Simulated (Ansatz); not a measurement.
# Electron scattering at the Σ3 (111) boundary in fcc Cu, starting shift (0, 0.5), part 2 of 3

Wanted: what the Σ3 (111) boundary in fcc Cu, starting shift (0, 0.5) costs an interconnect.

Ansatz 0.2.0; Ansatz plane-wave DFT, PBE, PAW files; relaxation of a bicrystal slab with its lowest layers held; PAW set soft_1 (the session's first sound run).

So far. Step 2 (Relaxing the bicrystal): The largest force component on a free atom ends at 0.010 eV/Å, under the tolerance of 0.03, after 8 steps.

### 3. Transmission across the boundary

Bulk layers of each grain are laid under and over the relaxed boundary, and a lead is named in the middle of each, away from the free faces. The mesh across the current, 28×28, is finer than the density's, because channels open and close sharply across the zone. Energies from -0.1 to 0.1 eV in steps of 0.05 eV are too few for the program's thermal sum, so it prints no conductance; for a metal the transmission near the Fermi level serves, at a fraction of the cost.

This step: Ansatz plane-wave DFT, PBE, PAW files; ballistic transport by layer matching (Landauer), zero bias; boundary relaxed in a short slab, bulk layers laid on; PAW set soft_1 (Ansatz 0.2.0).

System of this step: Σ3 (111) boundary in fcc Cu, starting shift (0, 0.5). The cell holds 22 atoms: 22 Cu. Cell: a = 2.556 Å, b = 2.556 Å, c = 51.844 Å, α = 90.0°, β = 90.0°, γ = 120.0°. It derives from Cu. Regions: lower grain, 9 atoms (9 Cu); boundary, 6 atoms (6 Cu); upper grain, 7 atoms (7 Cu). Vacuum lies along c.

Contents of input.yaml:

```yaml
crystal:
  lattice:
    - [2.5561627297, 0.0, 0.0]
    - [-1.2780813649, 2.2137018601, 0.0]
    - [0.0, 0.0, 51.8444220098]
  atoms:
    - { symbol: Cu, position: [-4.0000000003, -8.0000000002, 0.0771539125] }
    - { symbol: Cu, position: [-3.6666666669, -7.3333333335, 0.1174108591] }
    - { symbol: Cu, position: [-3.3333333336, -6.6666666668, 0.1576678057] }
    - { symbol: Cu, position: [-3.0000000002, -6.0000000001, 0.1979247524] }
    - { symbol: Cu, position: [-2.6666666669, -5.3333333335, 0.238181699] }
    - { symbol: Cu, position: [-2.3333333335, -4.6666666668, 0.2784386456] }
    - { symbol: Cu, position: [-2.0000000002, -4.0000000001, 0.3186955922] }
    - { symbol: Cu, position: [-1.6666666668, -3.3333333334, 0.3589525388] }
    - { symbol: Cu, position: [-1.3333333335, -2.6666666667, 0.3992094854] }
    - { symbol: Cu, position: [0.9999999999, 0.9999999999, 0.439466432] }
    - { symbol: Cu, position: [0.3368338298, 0.6684169149, 0.47956322] }
    - { symbol: Cu, position: [0.6727485062, 0.3363742531, 0.5199040213] }
    - { symbol: Cu, position: [0.0061500802, 0.0030750401, 0.5601445436] }
    - { symbol: Cu, position: [0.3366061247, 0.6683030624, 0.6006884147] }
    - { symbol: Cu, position: [0.0005224274, 0.0002612137, 0.6410474612] }
    - { symbol: Cu, position: [-1.332810906, -1.666405453, 0.6813044078] }
    - { symbol: Cu, position: [-1.6661442393, -2.3330721197, 0.7215613544] }
    - { symbol: Cu, position: [-1.9994775727, -2.9997387863, 0.761818301] }
    - { symbol: Cu, position: [-2.332810906, -3.666405453, 0.8020752476] }
    - { symbol: Cu, position: [-2.6661442394, -4.3330721197, 0.8423321943] }
    - { symbol: Cu, position: [-2.9994775727, -4.9997387864, 0.8825891409] }
    - { symbol: Cu, position: [-3.3328109061, -5.6664054531, 0.9228460875] }
kpoints:
  mp_grid: { grid: [11, 11, 1] }
hamiltonian:
  xc: pbe
  pseudopotentials: { kind: paw, azcp: { folder: soft_1 } }
scf:
  occupations: { method: fermi_dirac, width: 0.1 }
output:
  transmission:
    leads: [[5, 6], [17, 18]]
    kmesh: [28, 28]
    e_range: [-0.1, 0.1]
    de: 0.05
  write_potential: true
  write_density: true
  volumetric_format: npy
  elf: true
```

On the command line:

```bash
> ansatz run input.yaml --threads 4 --pin off --max-ram 15360MiB --backend cpu --events-out ev --progress --plain --runs-dir out
```

Numbers of over 12 decimals in the logs are rounded to 6 here.

Output:

```text
[...]
Crystal: 22 atoms, lattice volume = 293.366 Å³
Basis set: ecut = 420 eV, 5855 PW (Γ)
Bands: 251, of which v1, the nominal top of the filled ones, is band 209 counted from 1 (208 counted from 0)
Symmetry: 2 space group operations
[...]
k-points: 36 of 121 (time reversal used)
[...]
SCF iter   1: F=—  HF=-145773.049716 eV  |F-HF|=—  |Δ(HF+E_count)|=         —  Δρ=2.51e-1  dr2=1.11e2  ethr=3.10e-3  ⟨swp⟩=4.9  Hψ=28813  notcnv=0  defer=696
[...]
SCF iter  14: F=-145753.247779 eV  HF=-145753.247779 eV  |F-HF|=3.56e-8  |Δ(HF+E_count)|=   1.97e-8  Δρ=3.41e-6  dr2=8.48e-8  ethr=2.39e-11  ⟨swp⟩=10.7  Hψ=37084  notcnv=0
SCF 1 converged in 14 iterations: F = -145753.247779 eV  dr2 = 8.48e-8
[...]
transmission: 932 of 9284 steps passed
transmission: 1860 of 9284 steps passed
[...]
transmission: 9284 of 9284 steps passed
WARN: The output density's exchange-correlation potential varies sharply where the density is thin. Do not read a vacuum level from v_tot or v_xc, or from such a field of the output density. On a cell that repeats whose density bears no net charge and no dipole along the vacuum's axis use v_es (v_loc + v_h of the components); under efield.dipole_correction with no amplitude use v_es + v_field, which holds any externa [...]
SCF converged after 14 iterations
Free energy (F): -145753.247779 eV
[...]
Internal energy: -145753.050794 eV  (E = F + TS)
E sigma→0 (E₀):  -145753.149286 eV
Entropy (-TS):   -0.196985 eV (-8.954 meV/atom)
Fermi energy:    13.994789 eV
[...]
--- Band table (eV; the first three rows and the last of 36) ---
  k-point 0: bands = [... 205 lower, 12.2249, 12.2250, 12.2779, 12.2790, 12.3090, 12.3094, 12.3346, 12.3367, ... 38 higher]
  k-point 1: bands = [... 205 lower, 12.2306, 12.2324, 12.2855, 12.3170, 12.3347, 12.3445, 12.3999, 12.4002, ... 38 higher]
  k-point 2: bands = [... 205 lower, 12.3041, 12.3346, 12.3640, 12.4053, 12.4057, 12.4578, 12.6415, 12.8493, ... 38 higher]
  k-point 35: bands = [... 205 lower, 14.7428, 14.8909, 14.9856, 15.0945, 15.1931, 15.2755, 15.3660, 15.4533, ... 38 higher]
--- Transmission ---
  basis      : 55 plane waves across, 44 finite elements along
  points     : 211, standing for a mesh of 28 x 28
  energies   : 5 from -0.100000 to 0.100000 eV about the Fermi level, 0.050000 eV apart; the leads are filled to 0.000000 eV, and channels, transmission and decay are at 0.000000 eV
  crystal 0  : Cu1, at the sites [5, 6], period 2.0871 Å, over 20.87 Å; its Hamiltonian steps by up to 7.0 meV
    offset         : up to 0.0000 Å between an atom of the period and one for which it stands
    channels       : 7.844388e-1 a spin
    conductance    : none, the energies end too early or step too widely for 300 K: set another output.transmission.e_range or a lower de, or, where they end at an eighth of basis.ecutwfc, a higher one
    slowest decay  : 0.0452 /Å at (-0.0714, 0.1071)
[...]
channels       : 7.844388e-1 a spin
[...]
slowest decay  : 0.0444 /Å at (-0.0714, 0.1071)
  junction   : crystal 0 to crystal 1, 14.09 to 37.75 Å
    transmission   : 7.651631e-1 a spin
[...]
```

The job ended after 5 min (4 threads of Arm Neoverse V1, shared host; peak memory 3.6 GiB; 20 min of CPU time).

Reading the cycles: dr2 is the Hartree energy of the density residual (eV), the measure of convergence; HF is the Harris–Foulkes estimate of the energy, which meets the free energy F at convergence.

This step gave:

```yaml
free_energy: -145753.2478 eV
energy_at_zero_smearing: -145753.1493 eV
fermi_energy: 13.99 eV
cell_area: 5.659 Å²
transmission_per_spin_nearest_the_fermi_level: 0.7652
open_channels_per_spin_nearest_the_fermi_level: 0.7844
open_channels_per_spin_upper_lead: 0.7844
step_of_the_lead_s_potential: 7 meV
step_of_the_upper_lead_s_potential: 6.2 meV
```

Per spin. Transmission, zone mean against energy, zero at the Fermi level:

```tsv
energy (eV)	transmission, zone mean
-0.1000	0.774
-0.0500	0.778
0.0000	0.765
0.0500	0.767
0.1000	0.775
```

Per spin. Open channels, zone mean, lead = upper lead against energy, zero at the Fermi level:

```tsv
energy (eV)	open channels, zone mean, lead = upper lead
-0.1000	0.800
-0.0500	0.800
0.0000	0.784
0.0500	0.784
0.1000	0.800
```

Transmission over k1 and k2. At 0.0000 eV from the Fermi level.

Values, 12 rows by 16 columns, each cell a mean:
```
0.84 0.97 1.00 1.00 1.00 1.00 1.00 0.99 0.88 0.78 0.19 0.00 0.00 0.00 0.04 0.44
0.99 1.00 1.00 1.00 1.00 1.00 1.00 1.00 1.00 0.99 0.73 0.12 0.00 0.00 0.00 0.00
1.00 1.00 1.00 1.00 1.00 1.00 1.00 1.00 1.00 1.00 1.00 0.92 0.24 0.00 0.00 0.00
1.00 1.00 1.00 1.00 1.00 1.00 1.00 1.00 1.00 1.00 1.00 1.00 1.00 0.51 0.04 0.00
0.96 1.00 1.00 1.00 1.00 1.00 0.73 0.29 0.71 0.96 1.00 1.00 1.00 1.00 0.75 0.49
0.80 0.98 1.00 1.00 1.00 1.00 0.53 0.00 0.00 0.37 1.00 1.00 1.00 1.00 0.99 0.83
0.77 0.87 1.00 1.00 1.00 1.00 0.94 0.33 0.08 0.04 0.75 1.00 1.00 1.00 1.00 0.99
0.64 0.20 0.63 1.00 1.00 1.00 1.00 1.00 0.88 0.80 1.00 1.00 1.00 1.00 1.00 1.00
0.57 0.00 0.02 0.39 1.00 1.00 1.00 1.00 1.00 1.00 1.00 1.00 1.00 1.00 1.00 1.00
0.57 0.00 0.00 0.00 0.18 0.84 1.00 1.00 1.00 1.00 1.00 1.00 1.00 1.00 1.00 1.00
0.61 0.03 0.00 0.00 0.00 0.08 0.71 0.97 1.00 1.00 1.00 1.00 1.00 1.00 1.00 0.99
0.74 0.57 0.42 0.43 0.43 0.43 0.67 0.78 0.82 0.93 0.99 1.00 1.00 1.00 0.97 0.83
```
Columns: k1 (b1) from -0.5 to 0.464; rows upwards: k2 (b2) from -0.5 to 0.464.

Open channels over k1 and k2. At 0.0000 eV from the Fermi level.

Ten even steps from '_' (0.00) to '@' (1.00), each cell a mean:
```
@@@@@@@@@@@@@@@@@@@@@@@@@@@@@@@@@@@@________________##@@
@@@@@@@@@@@@@@@@@@@@@@@@@@@@@@@@@@@@__________________++
@@@@@@@@@@@@@@@@@@@@@@@@@@@@@@@@@@@@**__________________
@@@@@@@@@@@@@@@@@@@@@@@@@@@@@@@@@@@@@@%%________________
@@@@@@@@@@@@@@@@@@@@@@@@@@@@@@@@@@@@@@@@@@::____________
@@@@@@@@@@@@@@@@@@@@@@@@@@@@@@@@@@@@@@@@@@@@++__________
@@@@@@@@@@@@@@@@@@@@@@@@@@@@@@@@@@@@@@@@@@@@@@##________
@@@@@@@@@@@@@@@@@@@@@@@@%%%%@@@@@@@@@@@@@@@@@@@@@@......
@@@@@@@@@@@@@@@@@@@@@@**____****@@@@@@@@@@@@@@@@@@@@@@@@
@@@@@@@@@@@@@@@@@@@@@@__________==@@@@@@@@@@@@@@@@@@@@@@
@@@@@@@@@@@@@@@@@@@@@@##__________@@@@@@@@@@@@@@@@@@@@@@
@@@@@@@@@@@@@@@@@@@@@@@@::__________@@@@@@@@@@@@@@@@@@@@
@@@@@@@@@@@@@@@@@@@@@@@@@@====____==@@@@@@@@@@@@@@@@@@@@
@@------@@@@@@@@@@@@@@@@@@@@@@****@@@@@@@@@@@@@@@@@@@@@@
@@______..@@@@@@@@@@@@@@@@@@@@@@@@@@@@@@@@@@@@@@@@@@@@@@
@@__________##@@@@@@@@@@@@@@@@@@@@@@@@@@@@@@@@@@@@@@@@@@
@@____________++@@@@@@@@@@@@@@@@@@@@@@@@@@@@@@@@@@@@@@@@
@@______________::@@@@@@@@@@@@@@@@@@@@@@@@@@@@@@@@@@@@@@
@@__________________%%@@@@@@@@@@@@@@@@@@@@@@@@@@@@@@@@@@
@@--__________________@@@@@@@@@@@@@@@@@@@@@@@@@@@@@@@@@@
@@@@++________________@@@@@@@@@@@@@@@@@@@@@@@@@@@@@@@@@@
@@@@@@################@@@@@@@@@@@@@@@@@@@@@@@@@@@@@@@@@@
```
Columns: k1 (b1) from -0.5 to 0.464; rows upwards: k2 (b2) from -0.5 to 0.464.

Valence density in the ca plane at fractional y = 0.000, with atoms of Cu within 0.2 Å of it. It is the smooth field of the valence electrons, not physical close to the nuclei.

Values in e/Å³, 5 rows by 16 columns, each cell a mean:
```
 0  0  0 12  5  0  0  0  0  7 10  0  0  0  0  0
 0  1  0  1  0  0  0  0  0  1  1  0  1  0  0  0
 0  1  0  0  0  1  1  1  1  0  0  0  1  0  0  0
 0  0  0  2  1  0  0  0  0  1  2  0  0  0  0  0
 0  0  0 22  9  0  0  0  0 12 19  0  0  0  0  0
```
Columns run along c (16.0 Å, from fractional 0.69 to 1.00 of the cell), rows up along a (2.6 Å). Atoms in or near the plane, at fractional coordinates: Cu at (0.76, 0.00), Cu at (0.88, 0.00).

ELF in the ca plane at fractional y = 0.000, with atoms of Cu within 0.2 Å of it. It is the smooth field of the valence electrons, not physical close to the nuclei.

Ten even steps from '0' (0.00) to '9' (0.72), each cell a mean:
```
33333333236422333333333332264223333332100000
23322223222222322233222232222223222222100000
22222222222223222222222222222222222222100000
22222222332233222222222223322322222221100000
22222222322223222222222223222222222222100000
22322223222223222223222232222222222222100000
23322333224322332233223332243223333332100000
33333342249522343333333432396223444332100000
```
Columns run along c (16.0 Å, from fractional 0.69 to 1.00 of the cell), rows up along a (2.6 Å). Atoms in or near the plane, at fractional coordinates: Cu at (0.76, 0.00), Cu at (0.88, 0.00).

Electrostatic potential energy in the ca plane at fractional y = 0.000, with atoms of Cu within 0.2 Å of it. With pseudopotentials it is smooth inside the atoms' cores, unlike the true potential.

Ten even steps from '0' (-47 eV) to '9' (19 eV), each cell a mean:
```
99999999610058999999999996100489999999999999
99998899842379988999988998423799889999999999
89987789987799876899877899877898767999999999
78975589999999865789755799999998657899999999
79986689988899866789866899888998667999999999
89988889864589988899888898645799888999999999
99999999620158999999999997201589999999999999
99999999500048999999999996000389999999999999
```
Columns run along c (16.0 Å, from fractional 0.69 to 1.00 of the cell; values clipped at the 3rd and 97th percentile), rows up along a (2.6 Å). Atoms in or near the plane, at fractional coordinates: Cu at (0.76, 0.00), Cu at (0.88, 0.00).

Over the solved energies the transmission per spin lies between 0.765 and 0.778, out of 0.794 channels of the lead on average (up to 0.800).

### 4. Specific resistance

This step: Ansatz plane-wave DFT, PBE, PAW files; ballistic transport by layer matching (Landauer), zero bias; specific resistance of the boundary; PAW set soft_1 (Ansatz 0.2.0).

This step gave:

```yaml
area_resistance: 0.02620 fΩ m²
t_over_the_leads_mean_channel_count: 0.9723
```

Averaged over the energies near the Fermi level, 97.2 % of the channels pass, which makes 0.0262 fΩ m².

By hand, with T and the leads' channels N averaged over the energies near the Fermi level: RA = A (h/2e²)(1/T − ½[1/N₁ + 1/N₂]) = 5.659×10⁻²⁰ m² × 12 906 Ω × (1/0.7717 − ½[1/0.7936 + 1/0.7936]) = 0.0262 fΩ m².

[end of part 2 of 3]

[Logs are printed without paths, hosts, clocks, repeated set-up lines and the standing remarks that a program may print on its own settings, such as how far it seeks lower states.]

[Hosts, paths, dates, database ids (printed as entryN), source tags and the programs' standing remarks are cut or masked in the printed files.]
